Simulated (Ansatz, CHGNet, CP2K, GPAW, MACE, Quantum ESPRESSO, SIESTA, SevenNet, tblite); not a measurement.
# Quantum ESPRESSO runs on Ge(100) slab, H on both faces (90 atoms)

How near does Quantum ESPRESSO come to plane waves for Ge(100) slab, H on both faces (90 atoms)?

Main program and level: Quantum ESPRESSO 7.5; the method is named at each step.

### Step 1. The structure

The cell holds 90 atoms: 54 Ge and 36 H. Its edges and angles: a = 12.002 Å, b = 12.002 Å, c = 20.839 Å, α = 90.0°, β = 90.0°, γ = 90.0°. It derives from Ge (diamond-structure). Diamond-structure Ge (a = 5.658 Å), (100) slab of 6 atomic planes, 3 x 3 surface cells, H on the broken bonds of both faces, 12 Å of vacuum; displaced by a Gaussian of 0.02 Å. Then every atom was moved at random, 0.03 Å r.m.s. a Cartesian component (hydrogen 0.6 of that). Regions: slab, 54 atoms (54 Ge); hydrogen, 36 atoms (36 H). Vacuum lies along c.

The yardstick, on the same geometry:

- method: Kohn-Sham DFT, PBE, PAW, plane waves (Ansatz 0.2.0); cutoff 420 eV, Γ point, fermi-dirac smearing of 0.05 eV; PAW set soft_2
- r.m.s. force component: 0.5689 eV/Å
- longest force: 3.348 eV/Å
- gap (highest filled to lowest empty level): 1.208 eV
- SCF cycles: 10
- time: 24 s on 8 threads of Arm Neoverse V2, shared host
- CPU time: 3 min

### Step 2. PBE, sssp-1.3.0-efficiency, 45/360 Ry

Method: Kohn-Sham DFT, PBE, SSSP efficiency 1.3.0 pseudopotentials, plane waves.

The input, pw.in:

```
&control
  calculation = 'scf'
  pseudo_dir = './pseudo'
  outdir = './tmp'
  disk_io = 'none'
  tprnfor = .true.
/
&system
  ibrav = 0
  nat = 90
  ntyp = 2
  ecutwfc = 45
  ecutrho = 360
  nosym = .true.
  occupations = 'smearing'
  smearing = 'fd'
  degauss = 0.003675
/
&electrons
  conv_thr = 4.5e-07
  electron_maxstep = 100
  mixing_beta = 0.4
  mixing_mode = 'local-TF'
  diagonalization = 'david'
/
ATOMIC_SPECIES
Ge 72.630 Ge.upf
H 1.008 H.upf
CELL_PARAMETERS angstrom
12.00243 0.00000 0.00000
0.00000 12.00243 0.00000
0.00000 0.00000 20.83919
ATOMIC_POSITIONS crystal
Ge 0.16654 0.17256 0.33057
Ge 0.00406 0.16934 0.39804
Ge 0.99998 0.33430 0.46741
Ge 0.17443 0.00123 0.53446
Ge 0.16792 0.16690 0.59933
Ge 0.00541 0.16972 0.67039
Ge 0.16973 0.49856 0.32976
Ge 0.99794 0.49734 0.39933
Ge 0.00415 0.66748 0.46786
Ge 0.16351 0.33773 0.53481
Ge 0.16815 0.49967 0.60103
Ge 0.00666 0.50048 0.66814
Ge 0.16615 0.83052 0.33059
Ge 0.00381 0.83098 0.39617
Ge 0.00717 0.99689 0.46718
Ge 0.17047 0.66374 0.53134
Ge 0.17028 0.83657 0.60067
Ge 0.00219 0.83394 0.66990
Ge 0.50023 0.17146 0.33072
Ge 0.32756 0.16951 0.39938
Ge 0.33655 0.33439 0.46544
Ge 0.50174 0.00215 0.53306
Ge 0.50122 0.16542 0.60096
Ge 0.34294 0.16396 0.66867
Ge 0.49871 0.50109 0.33082
Ge 0.33777 0.49974 0.39767
Ge 0.33583 0.66606 0.46093
Ge 0.49633 0.33171 0.53297
Ge 0.50607 0.49819 0.60069
Ge 0.33462 0.49750 0.67054
Ge 0.49950 0.83679 0.32906
Ge 0.33861 0.82876 0.39859
Ge 0.33445 0.00054 0.46574
Ge 0.50131 0.66516 0.53544
Ge 0.50486 0.83430 0.60168
Ge 0.33689 0.83760 0.67121
Ge 0.82982 0.16578 0.32941
Ge 0.66577 0.16914 0.39621
Ge 0.66365 0.33425 0.46930
Ge 0.83402 0.99683 0.53602
Ge 0.83977 0.16588 0.60040
Ge 0.66923 0.16586 0.67271
Ge 0.83341 0.50132 0.32967
Ge 0.66257 0.50387 0.39800
Ge 0.67207 0.66902 0.46690
Ge 0.83690 0.33431 0.53452
Ge 0.83462 0.49879 0.60295
Ge 0.67185 0.49864 0.66803
Ge 0.83509 0.82635 0.33008
Ge 0.66479 0.83405 0.39711
Ge 0.66852 0.99826 0.46763
Ge 0.83342 0.66575 0.53374
Ge 0.83389 0.83713 0.60197
Ge 0.66970 0.83139 0.66729
H 0.16481 0.06388 0.28965
H 0.16625 0.27226 0.29029
[... 30 atom lines left out ...]
H 0.83914 0.94041 0.28665
H 0.83682 0.73204 0.28903
H 0.66747 0.93835 0.71097
H 0.66846 0.72928 0.71114
K_POINTS gamma
```

Run with:

```sh
$ OMP_NUM_THREADS=1 mpirun -np 4 pw.x -in pw.in > output.txt
```

The log of the run:

```text
Program PWSCF
     gamma-point specific algorithms are used
     one sub-group per band group will be used
     scalapack distributed-memory algorithm (size of sub-group:  2*  2 procs)
     Parallelization info
     sticks:   dense  smooth     PW     G-vecs:    dense   smooth      PW
     Min        3685    1846    464               584221   206602   25860
     Max        3688    1847    466               584228   206611   25865
     Sum       14745    7385   1861              2336893   826417  103449
     bravais-lattice index     =            0
     lattice parameter (alat)  =      22.6813  a.u.
     unit-cell volume          =   20258.8971 (a.u.)^3
     number of atoms/cell      =           90
     number of atomic types    =            2
     number of electrons       =       792.00
     number of Kohn-Sham states=          475
     kinetic-energy cutoff     =      45.0000  Ry
     charge density cutoff     =     360.0000  Ry
     scf convergence threshold =      4.5E-07
     mixing beta               =       0.4000
     number of iterations used =            8  local-TF  mixing
     Exchange-correlation= PBE
                           (   1   4   3   4   0   0   0)
     crystal axes: (cart. coord. in units of alat)
               a(1) = (   1.000000   0.000000   0.000000 )
               a(2) = (   0.000000   1.000000   0.000000 )
               a(3) = (   0.000000   0.000000   1.736248 )
     reciprocal axes: (cart. coord. in units 2 pi/alat)
               b(1) = (  1.000000  0.000000  0.000000 )
               b(2) = (  0.000000  1.000000  0.000000 )
               b(3) = (  0.000000  0.000000  0.575955 )
     PseudoPot. # 1 for Ge:
     Pseudo is Ultrasoft + core correction, Zval = 14.0
     PseudoPot. # 2 for H :
     Pseudo is Ultrasoft, Zval =  1.0
     atomic species   valence    mass     pseudopotential
     Ge               14.00    72.63000     Ge( 1.00)
     H                 1.00     1.00800     H ( 1.00)
     No symmetry found
   Cartesian axes
     number of k points=     1  Fermi-Dirac smearing, width (Ry)=  0.0037
                       cart. coord. in units 2pi/alat
        k(    1) = (   0.0000000   0.0000000   0.0000000), wk =   2.0000000
     Dense  grid:  1168447 G-vectors     FFT dimensions: ( 144, 144, 240)
     Smooth grid:   413209 G-vectors     FFT dimensions: ( 100, 100, 180)
     Initial potential from superposition of free atoms
     starting charge     791.9525, renormalised to     792.0000
     negative rho (up, down):  2.978E-04 0.000E+00
     Starting wfcs are  522 randomized atomic wfcs
     Self-consistent Calculation
     iteration #  1     ecut=    45.00 Ry     beta= 0.40
     Threshold (ethr) on eigenvalues was too large:
     Diagonalizing with lowered threshold
     negative rho (up, down):  1.047E-07 0.000E+00
     total energy              =  -11578.06711505 Ry
     estimated scf accuracy    <       2.87474351 Ry
     iteration #  2     ecut=    45.00 Ry     beta= 0.40
     total energy              =  -11577.56859734 Ry
     estimated scf accuracy    <       1.44180756 Ry
     iteration #  3     ecut=    45.00 Ry     beta= 0.40
     total energy              =  -11577.67356444 Ry
     estimated scf accuracy    <       0.15129526 Ry
     iteration #  4     ecut=    45.00 Ry     beta= 0.40
     total energy              =  -11577.66486883 Ry
     estimated scf accuracy    <       0.08291488 Ry
     iteration #  5     ecut=    45.00 Ry     beta= 0.40
     negative rho (up, down):  2.124E-03 0.000E+00
     total energy              =  -11577.65426020 Ry
     estimated scf accuracy    <       0.09270096 Ry
     iteration #  6     ecut=    45.00 Ry     beta= 0.40
     negative rho (up, down):  3.538E-03 0.000E+00
     total energy              =  -11577.65709278 Ry
     estimated scf accuracy    <       0.01377436 Ry
     iteration #  7     ecut=    45.00 Ry     beta= 0.40
     negative rho (up, down):  1.483E-02 0.000E+00
     total energy              =  -11577.65867847 Ry
     estimated scf accuracy    <       0.00600427 Ry
     iteration #  8     ecut=    45.00 Ry     beta= 0.40
     negative rho (up, down):  1.293E-04 0.000E+00
     total energy              =  -11577.65956656 Ry
     estimated scf accuracy    <       0.00163922 Ry
     iteration #  9     ecut=    45.00 Ry     beta= 0.40
     negative rho (up, down):  2.849E-03 0.000E+00
     total energy              =  -11577.66005721 Ry
     estimated scf accuracy    <       0.00044267 Ry
     iteration # 10     ecut=    45.00 Ry     beta= 0.40
     c_bands:  1 eigenvalues not converged
     negative rho (up, down):  6.458E-04 0.000E+00
     total energy              =  -11577.66010354 Ry
     estimated scf accuracy    <       0.00009179 Ry
     iteration # 11     ecut=    45.00 Ry     beta= 0.40
     negative rho (up, down):  8.946E-04 0.000E+00
     total energy              =  -11577.66011340 Ry
     estimated scf accuracy    <       0.00000388 Ry
     iteration # 12     ecut=    45.00 Ry     beta= 0.40
     negative rho (up, down):  4.827E-04 0.000E+00
     total energy              =  -11577.66011569 Ry
     estimated scf accuracy    <       0.00000144 Ry
     iteration # 13     ecut=    45.00 Ry     beta= 0.40
     negative rho (up, down):  3.792E-04 0.000E+00
     End of self-consistent calculation
          k = 0.0000 0.0000 0.0000 ( 51725 PWs)   bands (ev):
   -23.5813 -23.5464 -23.5394 -23.5343 -23.5271 -23.5182 -23.5081 -23.5037
   -23.4960 -23.4935 -23.4808 -23.4763 -23.4720 -23.4716 -23.4675 -23.4635
   -23.4572 -23.4538 -23.4521 -23.4482 -23.4442 -23.4437 -23.4400 -23.4358
   -23.4314 -23.4283 -23.4250 -23.4241 -23.4217 -23.4152 -23.4119 -23.4111
   -23.4084 -23.4062 -23.4029 -23.4016 -23.3972 -23.3953 -23.3943 -23.3918
   -23.3866 -23.3859 -23.3824 -23.3806 -23.3793 -23.3728 -23.3717 -23.3710
   -23.3689 -23.3665 -23.3660 -23.3644 -23.3638 -23.3612 -23.3603 -23.3545
   -23.3531 -23.3480 -23.3468 -23.3459 -23.3451 -23.3441 -23.3430 -23.3381
   -23.3375 -23.3329 -23.3316 -23.3285 -23.3256 -23.3253 -23.3224 -23.3213
   -23.3166 -23.3151 -23.3143 -23.3142 -23.3113 -23.3092 -23.3057 -23.3047
   -23.3041 -23.3028 -23.3010 -23.2989 -23.2965 -23.2948 -23.2920 -23.2916
   -23.2891 -23.2869 -23.2853 -23.2837 -23.2822 -23.2811 -23.2792 -23.2771
[...]
4.5195   4.5347   4.5938   4.6590   4.7127   4.7385   4.7928   4.8093
     4.8525   4.8650   4.8806   4.9109   4.9180   4.9386   4.9640   5.0045
     5.1388   5.1459   5.2086   5.2129   5.2630   5.2683   5.2815   5.3071
     5.3253   5.5660   5.6129   5.6361   5.6765   5.7183   5.7193   5.8446
     5.8484   5.8688   5.9237   5.9819   5.9884   6.0287   6.0341   6.1122
     6.1548   6.1762   6.1926
     the Fermi energy is     1.4091 ev
!    total energy              =  -11577.66011567 Ry
     estimated scf accuracy    <       0.00000035 Ry
     smearing contrib. (-TS)   =      -0.00000138 Ry
     internal energy E=F+TS    =  -11577.66011429 Ry
     The total energy is F=E-TS. E is the sum of the following terms:
     one-electron contribution =  -40871.17122880 Ry
     hartree contribution      =   20952.21552867 Ry
     xc contribution           =   -3174.48173019 Ry
     ewald contribution        =   11515.77731603 Ry
     convergence has been achieved in  13 iterations
     negative rho (up, down):  3.792E-04 0.000E+00
     Forces acting on atoms (cartesian axes, Ry/au):
     atom    1 type  1   force =    -0.00456538   -0.05874276    0.02225438
     atom    2 type  1   force =    -0.03373903   -0.01827301    0.00669401
     atom    3 type  1   force =    -0.00163161   -0.00607398   -0.01440953
     atom    4 type  1   force =    -0.02213704   -0.00442227   -0.00635900
     atom    5 type  1   force =     0.02573481    0.01180722    0.03096886
     atom    6 type  1   force =    -0.01001593   -0.04097039    0.01083724
     atom    7 type  1   force =    -0.01279542   -0.00777907    0.07650082
     atom    8 type  1   force =     0.01849411    0.02236613   -0.01142698
     atom    9 type  1   force =    -0.02047056   -0.01095337   -0.01915023
     atom   10 type  1   force =     0.02811884   -0.02139800   -0.01651452
     atom   11 type  1   force =     0.02137509    0.01628039    0.01113750
     atom   12 type  1   force =    -0.02682519    0.02441296   -0.01230454
[...]
atom   86 type  2   force =     0.00142897   -0.01737870   -0.00401072
     atom   87 type  2   force =    -0.00114102   -0.05096979    0.02128327
     atom   88 type  2   force =     0.00044697   -0.06251283   -0.05631619
     atom   89 type  2   force =    -0.00023435   -0.02661945   -0.00842269
     atom   90 type  2   force =     0.00068370    0.00570063    0.00368279
     Total force =     0.362662     Total SCF correction =     0.004680
     Message from routine punch:
     Nothing written, as per user request (disk_io='none')
```

Run time: 5.9 min. Hardware: 4 MPI ranks of Arm Neoverse V2, shared host; peak memory 8 GiB; 23 min of CPU time.

Banners, paths, timers and routine set-up lines are dropped from the logs unmarked, and long logs keep their key lines alone; longer cuts are marked.

Compared with the plane-wave run:

| Quantity | Value |
| --- | --- |
| r.m.s. force component | 0.5675 eV/Å |
| r.m.s. difference of force components | 6.697 meV/Å |
| longest difference of force vectors | 21.7 meV/Å |
| force difference over r.m.s. force | 1.177 % |
| slope of forces against the reference's | 0.9975 |
| correlation of force components | 0.9999 |
| gap (highest filled to lowest empty level) | 1.209 eV |
| gap difference | 0.0013 eV |

Length of the force difference by element (eV/Å):

| element | atoms | mean | most |
| --- | --- | --- | --- |
| Ge | 54 | 0.0086 | 0.017 |
| H | 36 | 0.014 | 0.022 |

Levels nearest the highest filled one (eV from it): -1.18, -1.12, -1.11, -1.08, -0.84, -0.76, -0.51, -0.33, -0.27, -0.22, -0.03, 0.00, 1.21, 1.45, 1.53, 1.56, 1.60, 1.65, 1.67, 1.67, 1.73, 1.82, 1.84, 2.11.

Local excerpt of 9 atoms (numbers count through the whole input) about Ge18, picked at random; x, y, z are measured from there.

| atom | x | y | z | distance (Å) | bonds | Fx | Fy | Fz (eV/Å) |
| --- | --- | --- | --- | --- | --- | --- | --- | --- |
| Ge18 | 0.00 | 0.00 | 0.00 | 0.00 | 4 | -0.01 | 0.09 | -0.62 |
| H65 | -0.01 | -1.26 | 0.86 | 1.52 | 1 | 0.02 | 0.07 | 0.14 |
| H66 | -0.02 | 1.24 | 0.91 | 1.53 | 1 | 0.03 | -0.13 | 0.11 |
| Ge53 | -2.02 | 0.04 | -1.42 | 2.47 | 4 | 0.43 | -1.01 | 0.24 |
| Ge17 | 2.02 | 0.03 | -1.44 | 2.48 | 4 | 0.09 | -0.68 | 0.40 |
| H57 | -0.02 | 2.69 | 0.94 | 2.85 | 1 | 0.10 | 1.25 | -0.55 |
| H62 | -0.01 | -2.79 | 0.90 | 2.93 | 1 | 0.07 | -0.18 | 0.01 |
| Ge40 | -2.02 | 1.96 | -2.79 | 3.96 | 4 | 0.52 | 0.64 | -0.77 |
| Ge54 | -3.99 | -0.03 | -0.05 | 3.99 | 4 | -0.09 | 0.71 | 0.46 |

Forces lie 1.2 % from the reference's, at 7.9 times its CPU time (on 4 against 8 cores).

### Step 3. What came out

```yaml
force_difference_from_the_reference: QE PBE, sssp-1.3.0-efficiency, 45/360 Ry, 1.2 %
its_cpu_time: 23 min
```

What this shows: PBE on plane waves or a grid with other potentials, cutoffs or grids differs from the reference by 1.2 % (QE PBE, sssp-1.3.0-efficiency, 45/360 Ry) of the r.m.s. force; this holds the reference's own error, so differences of a few per cent don't tell which side is nearer the exact PBE result (QE's 45 Ry are 612 eV, against the reference's 420 eV). PBE gaps agree with the reference's 1.21 eV within 0.002 eV. These are spacings on the run's k-points, which needn't hold the band edges. The electronic-structure runs sample only Γ, in a cell whose shortest periodic width is 12 Å.

[Also dropped from logs without a mark: logging warnings of Python, and SIESTA's first energy breakdown and zero terms.]

[Logs are printed without paths, hosts, clocks, repeated set-up lines and the standing remarks that a program may print on its own settings, such as how far it seeks lower states.]

[Hosts, paths, dates, database ids (printed as entryN), source tags and the programs' standing remarks are cut or masked in the printed files.]
